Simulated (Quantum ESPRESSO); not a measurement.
# Collinear magnetic orders of LaCrGe3 with Quantum ESPRESSO, part 2 of 2

Wanted: the moments of LaCrGe3 and the energy of each order that was tried.

Quantum ESPRESSO 7.5; PBEsol; plane waves with GBRV 1.5 PBEsol potentials, no spin-orbit coupling.

So far, absolute magnetization (μB): step 2 (run 1 (ferro ++)) 4.15.

## (3) Run 2 (antiferro +−)

pw.in

```
&CONTROL
  calculation = 'scf'
  prefix = 'pwscf'
  outdir = './tmp'
  pseudo_dir = './pseudo'
  disk_io = 'nowf'
/
&SYSTEM
  ibrav = 0
  celldm(1) = 8
  nat = 10
  ntyp = 4
  ecutwfc = 40
  ecutrho = 280
  nbnd = 83
  occupations = 'smearing'
  smearing = 'fd'
  degauss = 0.00367493
  nspin = 2
  starting_magnetization(1) = 0
  starting_magnetization(2) = 0.1786
  starting_magnetization(3) = -0.1786
  starting_magnetization(4) = 0
/
&ELECTRONS
  conv_thr = 2d-08
  electron_maxstep = 150
  mixing_beta = 0.3
/
ATOMIC_SPECIES
La    138.9055 la_pbesol_v1.uspp.F.UPF
Cr1    51.9961 cr_pbesol_v1.5.uspp.F.UPF
Cr2    51.9961 cr_pbesol_v1.5.uspp.F.UPF
Ge     72.6300 ge_pbesol_v1.4.uspp.F.UPF
CELL_PARAMETERS alat
   1.4646322328912    0.0000000000000    0.0000000000000
  -0.7323161164456    1.2684087208794    0.0000000000000
   0.0000000000000    0.0000000000000    1.3620201043240
ATOMIC_POSITIONS crystal
La      0.3333333333    0.6666666667    0.7500000000
La      0.6666666667    0.3333333333    0.2500000000
Cr1     0.0000000000    0.0000000000    0.0000000000
Cr2     0.0000000000    0.0000000000    0.5000000000
Ge      0.1933500000    0.3867000000    0.2500000000
Ge      0.8066500000    0.1933500000    0.7500000000
Ge      0.6133000000    0.8066500000    0.2500000000
Ge      0.8066500000    0.6133000000    0.7500000000
Ge      0.1933500000    0.8066500000    0.2500000000
Ge      0.3867000000    0.1933500000    0.7500000000
K_POINTS automatic
6 6 6 0 0 0
```

On the command line:

```bash
$ OMP_NUM_THREADS=1 mpirun -n 4 pw.x -nk 4 -in pw.in > pw.out
```

The log of the run:

```text
[banner, memory and clock lines left out]
Program PWSCF v.7.5 starts

     Message from routine setup:
     using ibrav=0 with symmetry is DISCOURAGED, use correct ibrav instead

     bravais-lattice index     =            0
     lattice parameter (alat)  =       8.0000  a.u.
     unit-cell volume          =    1295.5115 (a.u.)^3
     number of atoms/cell      =           10
     number of atomic types    =            4
     number of electrons       =       134.00
     number of Kohn-Sham states=           83
     kinetic-energy cutoff     =      40.0000  Ry
     charge density cutoff     =     280.0000  Ry
     scf convergence threshold =      2.0E-08
     mixing beta               =       0.3000
     number of iterations used =            8  plain     mixing
     Exchange-correlation= SLA  PW   PSX  PSC
                           (   1   4  10   8   0   0   0)

     celldm(1)=   8.000000  celldm(2)=   0.000000  celldm(3)=   0.000000
     celldm(4)=   0.000000  celldm(5)=   0.000000  celldm(6)=   0.000000

     crystal axes: (cart. coord. in units of alat)
               a(1) = (   1.464632   0.000000   0.000000 )
               a(2) = (  -0.732316   1.268409   0.000000 )
               a(3) = (   0.000000   0.000000   1.362020 )

     reciprocal axes: (cart. coord. in units 2 pi/alat)
               b(1) = (  0.682765  0.394195 -0.000000 )
               b(2) = (  0.000000  0.788389  0.000000 )
               b(3) = (  0.000000 -0.000000  0.734204 )

     PseudoPot. # 1 for La read from file:
     la_pbesol_v1.uspp.F.UPF
     Pseudo is Ultrasoft + core correction, Zval = 11.0

     PseudoPot. # 2 for Cr read from file:
     cr_pbesol_v1.5.uspp.F.UPF
     Pseudo is Ultrasoft + core correction, Zval = 14.0

     PseudoPot. # 3 for Cr read from file:
     cr_pbesol_v1.5.uspp.F.UPF
     Pseudo is Ultrasoft + core correction, Zval = 14.0

     PseudoPot. # 4 for Ge read from file:
     ge_pbesol_v1.4.uspp.F.UPF
     Pseudo is Ultrasoft + core correction, Zval = 14.0

     atomic species   valence    mass     pseudopotential
     La               11.00   138.90550     La( 1.00)
     Cr1              14.00    51.99610     Cr( 1.00)
     Cr2              14.00    51.99610     Cr( 1.00)
     Ge               14.00    72.63000     Ge( 1.00)

     Starting magnetic structure
     atomic species   magnetization
     La              0.000
     Cr1             0.179
     Cr2            -0.179
     Ge              0.000

     12 Sym. Ops., with inversion, found

   Cartesian axes

     site n.     atom                  positions (alat units)
         1        La     tau(   1) = (  -0.0000000   0.8456058   1.0215151  )
         2        La     tau(   2) = (   0.7323161   0.4228029   0.3405050  )
         3        Cr1    tau(   3) = (   0.0000000   0.0000000   0.0000000  )
         4        Cr2    tau(   4) = (   0.0000000   0.0000000   0.6810101  )
         5        Ge     tau(   5) = (  -0.0000000   0.4904937   0.3405050  )
         6        Ge     tau(   6) = (   1.0398523   0.2452468   1.0215151  )
         7        Ge     tau(   7) = (   0.3075362   1.0231619   0.3405050  )
         8        Ge     tau(   8) = (   0.7323161   0.7779151   1.0215151  )
         9        Ge     tau(   9) = (  -0.3075362   1.0231619   0.3405050  )
        10        Ge     tau(  10) = (   0.4247800   0.2452468   1.0215151  )

     number of k points=    34  Fermi-Dirac smearing, width (Ry)=  0.0037
                       cart. coord. in units 2pi/alat
        k(    1) = (   0.0000000   0.0000000   0.0000000), wk =   0.0046296
        k(    2) = (   0.0000000   0.0000000   0.1223673), wk =   0.0092593
        k(    3) = (   0.0000000   0.0000000   0.2447345), wk =   0.0092593
        k(    4) = (   0.0000000   0.0000000  -0.3671018), wk =   0.0046296
        k(    5) = (   0.0000000   0.1313982   0.0000000), wk =   0.0277778
        [... 29 further k-points ...]

     Dense  grid:   102491 G-vectors     FFT dimensions: (  64,  64,  60)

     Smooth grid:    44245 G-vectors     FFT dimensions: (  48,  48,  45)

     Check: negative core charge=   -0.000002
     Generating pointlists ...
     new r_m :   0.3034 (alat units)  2.4269 (a.u.) for type    1
     new r_m :   0.2463 (alat units)  1.9704 (a.u.) for type    2
     new r_m :   0.2463 (alat units)  1.9704 (a.u.) for type    3
     new r_m :   0.2463 (alat units)  1.9704 (a.u.) for type    4

     Initial potential from superposition of free atoms

     starting charge     131.9363, renormalised to     134.0000

     negative rho (up, down):  7.764E-02 7.764E-02
     Starting wfcs are  114 randomized atomic wfcs

     Self-consistent Calculation

     iteration #  1     ecut=    40.00 Ry     beta= 0.30
     Davidson diagonalization with overlap
     ethr =  1.00E-02,  avg # of iterations =  2.0

     negative rho (up, down):  7.375E-02 7.375E-02

     total energy              =   -1828.26308062 Ry
     estimated scf accuracy    <      16.20047753 Ry

     total magnetization       =    -0.00 Bohr mag/cell
     absolute magnetization    =     2.66 Bohr mag/cell

     iteration #  2     ecut=    40.00 Ry     beta= 0.30
     Davidson diagonalization with overlap
     ethr =  1.00E-02,  avg # of iterations =  6.1

     negative rho (up, down):  2.696E-02 2.696E-02

     total energy              =   -1832.60434393 Ry
     estimated scf accuracy    <      50.08504958 Ry

     total magnetization       =    -0.00 Bohr mag/cell
     absolute magnetization    =     0.17 Bohr mag/cell

     [... further iterations left out ...]

     iteration # 29     ecut=    40.00 Ry     beta= 0.30
     Davidson diagonalization with overlap
     ethr =  1.96E-10,  avg # of iterations =  5.1

     negative rho (up, down):  4.903E-02 4.903E-02

     total energy              =   -1834.65461108 Ry
     estimated scf accuracy    <       0.00000016 Ry

     total magnetization       =     0.01 Bohr mag/cell
     absolute magnetization    =     4.21 Bohr mag/cell

     iteration # 30     ecut=    40.00 Ry     beta= 0.30
     Davidson diagonalization with overlap
     ethr =  1.21E-10,  avg # of iterations =  4.5

     negative rho (up, down):  4.903E-02 4.903E-02

     Magnetic moment per site  (integrated on atomic sphere of radius R)
     atom   1 (R=0.303)  charge=  8.3358  magn= -0.0000
     atom   2 (R=0.303)  charge=  8.3358  magn= -0.0000
     atom   3 (R=0.246)  charge= 12.2330  magn=  1.6960
     atom   4 (R=0.246)  charge= 12.2330  magn= -1.6947
     atom   5 (R=0.246)  charge= 12.0095  magn= -0.0000
     atom   6 (R=0.246)  charge= 12.0095  magn= -0.0000
     atom   7 (R=0.246)  charge= 12.0095  magn= -0.0000
     atom   8 (R=0.246)  charge= 12.0095  magn= -0.0000
     atom   9 (R=0.246)  charge= 12.0095  magn= -0.0000
     atom  10 (R=0.246)  charge= 12.0095  magn= -0.0000

     End of self-consistent calculation

     [... lines left out ...]
     the Fermi energy is    13.3065 ev

!    total energy              =   -1834.65461128 Ry
     estimated scf accuracy    <          7.1E-09 Ry
     smearing contrib. (-TS)   =      -0.00399646 Ry
     internal energy E=F+TS    =   -1834.65061482 Ry

     The total energy is F=E-TS. E is the sum of the following terms:
     one-electron contribution =    -940.29611381 Ry
     hartree contribution      =     583.62988069 Ry
     xc contribution           =    -488.63992914 Ry
     ewald contribution        =    -989.34445256 Ry

     total magnetization       =     0.00 Bohr mag/cell
     absolute magnetization    =     4.21 Bohr mag/cell

     convergence has been achieved in  30 iterations
```

The job ended after 21 min (4 MPI ranks of Intel Xeon at 2.50GHz (Skylake/Cascade Lake), shared host; peak memory 1.9 GiB; 83 min of CPU time).

Spin moment in the atom's sphere by atom:

| atom | spin moment in the atom's sphere (μB) |
| --- | --- |
| La1 | 0.00 |
| La2 | 0.00 |
| Cr3 | 1.70 |
| Cr4 | -1.69 |
| Ge5 | 0.00 |
| Ge6 | 0.00 |
| Ge7 | 0.00 |
| Ge8 | 0.00 |
| Ge9 | 0.00 |
| Ge10 | 0.00 |

Numbers from this step:

| Property | Result |
| --- | --- |
| smearing term TS | 0.05437 eV |
| magnetization | 0 μB |
| absolute magnetization | 4.21 μB |
| final state | antiferromagnetic |

## (4) The states side by side

An order is kept where moments of 0.15 μB or more survive with the typed signs; meshes match where a doubled cell samples the same k points as the first cell.

Orders:

| start | final state | typed order kept | energy over the lowest (meV a seeded atom) | largest site moment (μB) | net moment (μB a cell of the first run) | mesh matched | CPU time (s) |
| --- | --- | --- | --- | --- | --- | --- | --- |
| ferro ++ | ferromagnetic | yes | 0 | 1.562 | 2.746 | yes | 2970 |
| antiferro +- | antiferromagnetic | yes | 77.64 | 1.696 | 0.001421 | yes | 4974 |

## (5) Results

```json
{"lowest state found": "ferromagnetic (from ferro ++)", "largest site moment": "1.56 μB", "next state with moments": "antiferromagnetic, 77.6 meV a seeded atom higher"}
```

This is the lowest of 2 collinear or spinless starts, no proof of the ground state.

[Logs and program files are shortened in this print: banners, set-up blocks, solver, clock and traceback lines can be left out without a mark of their own.]

[Logs are printed without paths, hosts, clocks, repeated set-up lines and the standing remarks that a program may print on its own settings, such as how far it seeks lower states.]

[Hosts, paths, dates, database ids (printed as entryN), source tags and the programs' standing remarks are cut or masked in the printed files.]

[Where a cell is said to come from a database of computed structures, the database is the Materials Project.]
